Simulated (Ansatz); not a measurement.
An input for Ansatz 0.2.0 (Cs2HgSe2 (Pbam)):

```yaml
crystal:
  lattice:
    - [8.1849, 0.0, 0.0]
    - [0.0, 10.3302, 0.0]
    - [0.0, 0.0, 4.7112]
  atoms:
    - { symbol: Cs, position: [0.39222, 0.83311, 0.5] }
    - { symbol: Cs, position: [0.60778, 0.16689, 0.5] }
    - { symbol: Cs, position: [0.89222, 0.66689, 0.5] }
    - { symbol: Cs, position: [0.10778, 0.33311, 0.5] }
    - { symbol: Hg, position: [0.5, 0.5, 0.0] }
    - { symbol: Hg, position: [0.0, 0.0, 0.0] }
    - { symbol: Se, position: [0.23025, 0.59445, 0.0] }
    - { symbol: Se, position: [0.76975, 0.40555, 0.0] }
    - { symbol: Se, position: [0.73025, 0.90555, 0.0] }
    - { symbol: Se, position: [0.26975, 0.09445, 0.0] }
kpoints:
  mp_grid: { grid: [2, 2, 4] }
hamiltonian:
  xc: pbe
  pseudopotentials: { kind: paw, azcp: { folder: soft_1 } }
scf:
  occupations: { method: fixed }
gw:
  n_empty_bands: 1043
  ecut_chi: 110.0
  qp_bands: [v3, c3]
  qp_kpoints: band_edges
  screening: { model: contour_deformation }
```

```sh
ansatz run input.yaml --threads 2 --pin off --max-ram 92160MiB --backend cuda --events-out ev --progress --plain --runs-dir out --devices 1 --max-vram 13GiB
```

How long will it take on 1 × NVIDIA H100 80GB HBM3 (shared by 6 runs) with 2 threads of AMD EPYC 7R13 (Zen 3), shared host, and how much memory?

It took 5.4 min; on shared hardware allow 2.7 min to 11 min. Peak host memory was 5.2 GiB. The sizes that set the cost: 7743 plane waves a state, 12 irreducible k points, 1113 bands summed, 1017 plane waves in the screening and 10 SCF cycles.

The screening grows as filled bands × empty bands × pairs of k points, times the square of the screening basis for the matrix.

[Paths, hosts, dates, memory and timing lines, banners, echoed tables and standing remarks are left out of the program output.]

[Logs are printed without paths, hosts, clocks, repeated set-up lines and the standing remarks that a program may print on its own settings, such as how far it seeks lower states.]

[Runs of the session that timed out or met a known fault of the program may be left out.]

[Cells called generated may have been cut or substituted from an entry of the Crystallography Open Database or the Materials Project.]

[Hosts, paths, dates, database ids (printed as entryN), source tags and the programs' standing remarks are cut or masked in the printed files.]
